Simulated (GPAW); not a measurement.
# Arsenene monolayer: simulated STM images

Aim: Tersoff-Hamann images of arsenene monolayer at several biases.

Calculated with GPAW 26.7.0; GPAW, PAW setups; layer in a repeated cell with vacuum, relaxation of atoms and in-plane cell, in the first sound run; inputs show where later runs differ.

Most raw output is cut from this account.

**1. Set-up**

The cell holds 2 atoms: 2 As. Cell: a = 3.610 Å, b = 3.610 Å, c = 19.400 Å, α = 90.0°, β = 90.0°, γ = 120.0°. Vacuum lies along c.

**2. Relaxing the atoms**

The atoms are relaxed first, since the surface dipole, and with it the work function, follows the positions of the outer layers.

run.py

```python
import json
import numpy as np
from ase import Atoms
from ase.filters import FrechetCellFilter
from ase.optimize import BFGS
from gpaw import GPAW, PW

slab = Atoms(
    ['As', 'As'],
    positions=[
        [1.80500, 1.04212, 9.00000],
        [-0.00000, 2.08423, 10.40000]],
    cell=[[3.61, 0.0, 0.0], [-1.805, 3.12635, 0.0], [0.0, 0.0, 19.4]],
    pbc=[True, True, True])

slab.calc = GPAW(mode=PW(600), xc='PBE', kpts={'size': (9, 9, 1), 'gamma': True},
                 occupations={'name': 'fermi-dirac', 'width': 0.05}, nbands='160%',
                 convergence={'density': 1e-05}, maxiter=200,
                 symmetry={'tolerance': 1e-3}, txt='slab.txt')
result = {}
# The in-plane cell is free; stress needs a cell that repeats along all three vectors
path = []
opt = BFGS(FrechetCellFilter(slab, mask=[1, 1, 0, 0, 0, 1]), maxstep=0.2)
opt.attach(lambda: path.append((slab.get_potential_energy(), slab.positions.tolist(), slab.get_forces().tolist())))
result['relaxed'] = bool(opt.run(fmax=0.02, steps=45))
result['path'] = path
result['cell'] = slab.cell.tolist()
print('in-plane lattice', slab.cell.cellpar().round(4)[[0, 1, 5]])
energy = slab.get_potential_energy()
fermi = slab.calc.get_fermi_level()
v = slab.calc.get_electrostatic_potential().mean((0, 1)) - fermi
n = slab.calc.get_pseudo_density().mean((0, 1))
L = slab.cell[2, 2]
z = np.arange(len(v)) * L / len(v)
low, high = slab.positions[:, 2].min(), slab.positions[:, 2].max()
below, above = np.interp([low - 6.8, high + 6.8], z, v)
slopes = [np.interp(x, z, np.gradient(v, z)) for x in (low - 6.8, high + 6.8)]
eps = np.array([[slab.calc.get_eigenvalues(k, s) for k in range(len(slab.calc.get_ibz_k_points()))]
                for s in range(slab.calc.get_number_of_spins())]) - fermi
top, bottom = eps[eps < 0].max(), eps[eps > 0].min()
dipole = slab.get_dipole_moment()[2]
print(f'energy {energy:.4f} eV, Fermi level {fermi:.4f} eV, dipole {dipole:.5f} e A')
print(f'potential 6.8 A off the faces, from the Fermi level: lower {below:.4f} eV, upper {above:.4f} eV')
print(f'slope of the potential there: lower {slopes[0]:.5f}, upper {slopes[1]:.5f} eV/A')
print(f'nearest levels on the mesh: {top:.4f} and {bottom:.4f} eV')
print('magnetic moment', round(slab.get_magnetic_moment(), 3))
result.update(energy=energy, fermi=fermi, dipole=dipole, below=below, above=above, slopes=slopes, edges=[top, bottom],
              z=z.tolist(), v=v.tolist(), n=n.tolist(), positions=slab.positions.tolist(),
              forces=slab.get_forces(apply_constraint=False).tolist(), moments=slab.get_magnetic_moments().tolist())
json.dump(result, open('result.json', 'w'))
```

Started as:

```sh
$ OMP_NUM_THREADS=1 OPENBLAS_NUM_THREADS=1 python run.py
```

It took 24 s on 1 thread of Arm Neoverse V2, shared host; peak memory 0.25 GiB.

This step gave:

```
dipole along the normal                    : -4.48e-5 e·Å
levels nearest the Fermi level on the mesh : -0.7856, 0.8407 eV from the Fermi level
```

Electrostatic potential energy of an electron (without an applied field's), less the Fermi level, planar mean against z:

```tsv
z (Å)	electrostatic potential energy of an electron (without an applied field's), less the Fermi level, planar mean (eV)
0.0	4.59
0.5	4.59
1.0	4.59
1.5	4.59
2.0	4.59
2.5	4.59
3.0	4.59
3.5	4.59
4.0	4.59
4.5	4.59
5.0	4.59
5.5	4.58
6.0	4.58
6.5	4.54
7.0	4.42
7.5	3.91
8.0	1.95
8.5	-4.92
9.0	-14.3
9.5	-8.03
10.0	-9.49
10.5	-13.5
11.0	-2.88
11.5	2.58
12.0	4.08
12.5	4.46
13.0	4.55
13.5	4.58
14.0	4.59
14.5	4.59
15.0	4.59
15.5	4.59
16.0	4.59
16.5	4.59
17.0	4.59
17.5	4.59
18.0	4.59
18.5	4.59
19.0	4.59
```

The pseudo valence density, planar mean oscillates, so the rows of the table below give means over windows of 1 Å about each position, cut where the curve ends. Its maxima inside the range that stand out by 2 % of the span (Å: e/Å³): 8.5: 0.247, 9.7: 0.387, 10.9: 0.247. Its minima: 9.0: 0.158, 10.4: 0.158.

Pseudo valence density, planar mean against z; means over each step:

```tsv
z (Å)	pseudo valence density, planar mean (e/Å³)
4	3.2e-6
5	4.5e-5
6	6.4e-4
7	0.00987
8	0.118
9	0.239
10	0.303
11	0.185
12	0.0293
13	0.00187
14	1.3e-4
15	9.2e-6
```

The relaxation lowered the energy of the cell by 1.7e-4 eV (energies extrapolated to zero smearing; the optimiser's log prints free energies). The largest force left on a free atom is 0.0010 eV/Å.

**3. Plane waves, PBE**

With the geometry fixed, the planar mean of the potential gives the vacuum level on each side.

This step: GPAW, PAW setups; slab in vacuum (GPAW 26.7.0).

run.py

```python
import json
import numpy as np
from ase import Atoms
from ase.dft.stm import STM
from gpaw import GPAW, PW

slab = Atoms(
    ['As', 'As'],
    positions=[
        [1.80404, 1.04157, 9.00000],
        [-0.00000, 2.08313, 10.39551]],
    cell=[[3.60809, -0.0, 0.0], [-1.80404, 3.12469, 0.0], [0.0, 0.0, 19.3955]],
    pbc=[True, True, False])

slab.calc = GPAW(mode=PW(400), xc='PBE', kpts={'size': (9, 9, 1), 'gamma': True},
                 occupations={'name': 'fermi-dirac', 'width': 0.05}, nbands='160%',
                 convergence={'density': 1e-05}, maxiter=200,
                 poissonsolver={'dipolelayer': 'xy'},
                 symmetry={'tolerance': 1e-3}, txt='slab.txt')
result = {}
energy = slab.get_potential_energy()
fermi = slab.calc.get_fermi_level()
v = slab.calc.get_electrostatic_potential().mean((0, 1)) - fermi
n = slab.calc.get_pseudo_density().mean((0, 1))
L = slab.cell[2, 2]
z = np.arange(len(v)) * L / len(v)
low, high = slab.positions[:, 2].min(), slab.positions[:, 2].max()
below, above = np.interp([low - 6.8, high + 6.8], z, v)
slopes = [np.interp(x, z, np.gradient(v, z)) for x in (low - 6.8, high + 6.8)]
eps = np.array([[slab.calc.get_eigenvalues(k, s) for k in range(len(slab.calc.get_ibz_k_points()))]
                for s in range(slab.calc.get_number_of_spins())]) - fermi
top, bottom = eps[eps < 0].max(), eps[eps > 0].min()
dipole = slab.get_dipole_moment()[2]
print(f'energy {energy:.4f} eV, Fermi level {fermi:.4f} eV, dipole {dipole:.5f} e A')
print(f'potential 6.8 A off the faces, from the Fermi level: lower {below:.4f} eV, upper {above:.4f} eV')
print(f'slope of the potential there: lower {slopes[0]:.5f}, upper {slopes[1]:.5f} eV/A')
print(f'nearest levels on the mesh: {top:.4f} and {bottom:.4f} eV')
print('magnetic moment', round(slab.get_magnetic_moment(), 3))
result.update(energy=energy, fermi=fermi, dipole=dipole, below=below, above=above, slopes=slopes, edges=[top, bottom],
              z=z.tolist(), v=v.tolist(), n=n.tolist(), positions=slab.positions.tolist(),
              forces=slab.get_forces(apply_constraint=False).tolist(), moments=slab.get_magnetic_moments().tolist())

# Images need the states of the whole zone, up to time reversal
slab.calc = slab.calc.fixed_density(symmetry={'point_group': False}, txt='states.txt', nbands='280%',
                                    convergence={'bands': 'CBM+2.3'})
stm = STM(slab)
result['stm'] = []
for bias in [-1.5, 2.0]:
    height = high + 3.5
    current = stm.get_averaged_current(bias, height)
    x, y, h = stm.scan(bias, current)
    i, f = divmod(height / L * stm.ldos.shape[2], 1)
    I = abs((1 - f) * stm.ldos[:, :, int(i)] + f * stm.ldos[:, :, int(i) + 1])
    print(f'bias {bias} V: mean current at 3.5 A {current:.4e}, corrugation {np.ptp(h):.4f} A')
    result['stm'].append(dict(bias=bias, current=current, h=(h - high).tolist(), I=I.tolist()))
json.dump(result, open('result.json', 'w'))
```

Elapsed: 23 s, on 1 thread; peak memory 0.24 GiB.

Numbers from this step:

* dipole along the normal: 2.17e-5 e·Å
* levels nearest the Fermi level on the mesh: -0.7857, 0.8407 eV from the Fermi level
* upper work function: 4.587 eV
* lower work function: 4.588 eV
* corrugation -1.5: 0.2190 Å
* corrugation 2: 0.08923 Å
* upper ionisation energy: 5.372 eV

The electrostatic potential energy of an electron (without an applied field's), less the Fermi level, planar mean by z:

```tsv
z (Å)	electrostatic potential energy of an electron (without an applied field's), less the Fermi level, planar mean (eV)
0.0	4.59
0.5	4.59
1.0	4.59
1.5	4.59
2.0	4.59
2.5	4.59
3.0	4.59
3.5	4.59
4.0	4.59
4.5	4.59
5.0	4.59
5.5	4.58
6.0	4.58
6.5	4.54
7.0	4.42
7.5	3.91
8.0	1.93
8.5	-4.97
9.0	-14.2
9.5	-8.00
10.0	-9.53
10.5	-13.4
11.0	-2.86
11.5	2.58
12.0	4.08
12.5	4.46
13.0	4.55
13.5	4.58
14.0	4.58
14.5	4.59
15.0	4.59
15.5	4.59
16.0	4.59
16.5	4.59
17.0	4.59
17.5	4.59
18.0	4.59
18.5	4.59
19.0	4.59
```

Pseudo valence density, planar mean against z:

z (Å), pseudo valence density, planar mean (e/Å³) and a bar from the least value:
```
     0.00      0.000 
     0.43      0.000 
     1.08      0.000 
     1.51      0.000 
     2.16      0.000 
     2.59      0.000 
     3.02      0.000 
     3.66      0.000 
     4.09      0.000 
     4.74      0.000 
     5.17      0.000 
     5.60      0.000 
     6.25      0.001 
     6.68      0.003 
     7.33      0.017 #
     7.76      0.056 #####
     8.19      0.159 #############
     8.84      0.182 ###############
     9.27      0.283 #######################
     9.91      0.370 ##############################
    10.34      0.168 ##############
    10.99      0.229 ###################
    11.42      0.097 ########
    11.85      0.031 ###
    12.50      0.005 
    12.93      0.002 
    13.58      0.000 
    14.01      0.000 
    14.44      0.000 
    15.09      0.000 
    15.52      0.000 
    16.16      0.000 
    16.59      0.000 
    17.02      0.000 
    17.67      0.000 
    18.10      0.000 
    18.75      0.000 
    19.18      0.000
```

Tip height over the top atom over a1 and a2. Sample bias -1.5 V, constant current at the mean current 3.5 Å over the top atom.

Ten even steps from '_' (3.39 Å) to '@' (3.61 Å):
```
....::--==++****####****++==--::....
..::--==**####%%%%%%####**==--::....
::--==**##%%%%%%%%%%%%##**==--::....
--==**##%%%%@@@@@@%%%%##**==--::::::
==++##%%%%@@@@@@@@%%%%##++==--::::--
==**##%%@@@@@@@@@@%%##**==--::::::--
++**%%%%@@@@@@@@%%%%**++==::....::==
++##%%%%@@@@@@%%%%##++==::......::==
++##%%%%%%%%%%%%##++==--........--==
++**##%%%%%%##**++==--..______..--==
++**########**++==--..________..--==
==++******++====::..__________..::==
============--::....________....::--
------------::......______......::--
::::::::::::::................::::::
........::::::::::------::::::::::..
........::----============----::....
......::--====++++++++++====--::....
```
Columns: a1 from 0 to 0.944; rows upwards: a2 from 0 to 0.944.

Local density of states summed over the bias window over a1 and a2. Sample bias -1.5 V, constant height 3.5 Å over the top atom.

Ten even steps from '_' (3.52 × 1e-5 arbitrary) to '@' (6.08 × 1e-5 arbitrary):
```
__....::----==++++++++==----::....__
....::--==++****##****++==--::....__
..::--==++**##%%%%##**++==--::......
::--==++##%%%%@@%%%%##++==--::......
::--++**%%@@@@@@@@%%**++--::........
--==**##%%@@@@@@%%##**==--::......::
--++**%%@@@@@@@@%%**++--::........::
==++##%%%%@@%%%%##++==::....__....::
==++**##%%%%##**++==::....____....::
==++****##****++==::....______....::
--==++++++++==--::....________....::
----======----::....__________....::
::--------::::....____________....::
::::::::::......______________......
....................................
....................................
______......::::::::::::::::......__
____....::::----======----::::....__
```
Columns: a1 from 0 to 0.944; rows upwards: a2 from 0 to 0.944.

Tip height over the top atom over a1 and a2. Sample bias 2 V, constant current at the mean current 3.5 Å over the top atom.

Ten even steps from '_' (3.453 Å) to '@' (3.542 Å):
```
@@@@@@%%##**++==----==++**##%%@@@@@@
@@@@%%##**++==========++**##%%@@@@@@
%%%%##****++========++****##%%%%%%%%
####****++==========++****##########
****++++====----====++++************
++++======------======++++++++++++++
==========----======================
----==============----------::------
----============----::::........::::
--====++++++====--::::..______..::::
==++++****++++==--::..________..::--
++**********++==--..__________..--==
**########**++==--..________..--==++
##%%%%%%##**++==::..______..::==++**
%%@@@@%%##**++==--........--==++**##
@@@@@@%%##**++==--::::::--==++**##%%
@@@@@@%%##**++==--::::--==++**##%%@@
@@@@@@%%##**++==------==++**##%%@@@@
```
Columns: a1 from 0 to 0.944; rows upwards: a2 from 0 to 0.944.

Local density of states summed over the bias window over a1 and a2. Sample bias 2 V, constant height 3.5 Å over the top atom.

Ten even steps from '_' (1.00 × 1e-4 arbitrary) to '@' (1.18 × 1e-4 arbitrary):
```
@@@@%%##**++==--------==++**##%%@@@@
@@%%%%##**++==------==++**##%%%%@@@@
%%####**++==--------==++**####%%%%%%
##****++==----------==++****########
**++++==------------==++++**********
======--------------========++++++==
------------------------------------
----------------------::::::::::::::
::----------------::::............::
----==========----::....______....::
--==++++++++==--::....________....::
==++******++==--::..__________..::--
****####****==--::..________..::--==
####%%####**++--::..______..::--++**
%%%%%%%%##**++--::........::--++**##
@@@@@@%%##**++--::......::--++**##%%
@@@@@@%%##**==--::::::::--==**##%%@@
@@@@@@%%##**==----::----==**##%%@@@@
```
Columns: a1 from 0 to 0.944; rows upwards: a2 from 0 to 0.944.

The layer is gapped, so the Fermi level lies somewhere inside the gap, set by smearing and numerics, and these work functions are no property of the material; the band edges below the vacuum level are. The potential is flat to 2.2e-5 eV/Å where it is read, so the vacuum is wide enough.

**4. A changed run**

One more run, with changed settings.

run.py, as its differences from that of step 3:

```diff
@@ -3,4 +3,4 @@
 from ase import Atoms
-from ase.dft.stm import STM
 from gpaw import GPAW, PW
+from gpaw.external import ConstantElectricField
 
@@ -16,4 +16,5 @@
                  occupations={'name': 'fermi-dirac', 'width': 0.05}, nbands='160%',
-                 convergence={'density': 1e-05}, maxiter=200,
+                 convergence={'density': 1e-05}, maxiter=75,
                  poissonsolver={'dipolelayer': 'xy'},
+                 external=ConstantElectricField(3.0, [0, 0, 1]),
                  symmetry={'tolerance': 1e-3}, txt='slab.txt')
@@ -41,16 +42,2 @@
               forces=slab.get_forces(apply_constraint=False).tolist(), moments=slab.get_magnetic_moments().tolist())
-
-# Images need the states of the whole zone, up to time reversal
-slab.calc = slab.calc.fixed_density(symmetry={'point_group': False}, txt='states.txt', nbands='280%',
-                                    convergence={'bands': 'CBM+2.3'})
-stm = STM(slab)
-result['stm'] = []
-for bias in [-1.5, 2.0]:
-    height = high + 3.5
-    current = stm.get_averaged_current(bias, height)
-    x, y, h = stm.scan(bias, current)
-    i, f = divmod(height / L * stm.ldos.shape[2], 1)
-    I = abs((1 - f) * stm.ldos[:, :, int(i)] + f * stm.ldos[:, :, int(i) + 1])
-    print(f'bias {bias} V: mean current at 3.5 A {current:.4e}, corrugation {np.ptp(h):.4f} A')
-    result['stm'].append(dict(bias=bias, current=current, h=(h - high).tolist(), I=I.tolist()))
 json.dump(result, open('result.json', 'w'))
```

Wall time 52 s (1 thread); peak memory 0.2 GiB.

The run finished. A setting was moved off its sound value on purpose, so it serves as a test and not as the result.

The fault put into the input: a field far too strong (field = 3.0).

The two runs compared:

```tsv
quantity	this run	sound run	difference
dipole along the normal (e·Å)	1.6424	2.173e-5	1.64
```

One result that differs is the dipole along the normal, 1.64 e·Å against 2.2e-5 e·Å.

**5. Results**

* work function, both faces (Fermi level placed in the gap by the smearing): 4.59 eV
* ionisation energy from the upper face (highest filled level on the mesh): 5.37 eV
* electron affinity from the upper face (lowest empty Kohn-Sham level on the mesh): 3.75 eV
* dipole along the normal: 2.2e-5 e Å, near the numerical noise
* corrugation at -1.5 V: 0.219 Å
* corrugation at 2 V: 0.0892 Å

**Reading.** The corrugation at constant current is largest at -1.5 V, where the tip height varies by 0.22 Å over the cell. Negative sample bias images filled states, positive bias empty ones. The levels nearest the Fermi level on the mesh lie 1.63 eV apart, so the slab is gapped there: the smearing puts the Fermi level inside the gap, and from either face the ionisation energy is the work function plus 0.79 eV. Both are Kohn-Sham levels on the mesh, and semilocal gaps are too small, so the affinity tends to come out too large and the ionisation energy too small. The images are of Tersoff-Hamann type: an s-wave tip, no tip-sample forces, heights closer than in a microscope. Biases count from a Fermi level whose place in the gap is arbitrary, so only their reach past the band edges has a meaning. The layer's cell and atoms come from the relaxation; spin-orbit coupling and temperature are left out.

[Logs are printed without paths, hosts, clocks, repeated set-up lines and the standing remarks that a program may print on its own settings, such as how far it seeks lower states.]

[Hosts, paths, dates, database ids (printed as entryN), source tags and the programs' standing remarks are cut or masked in the printed files.]
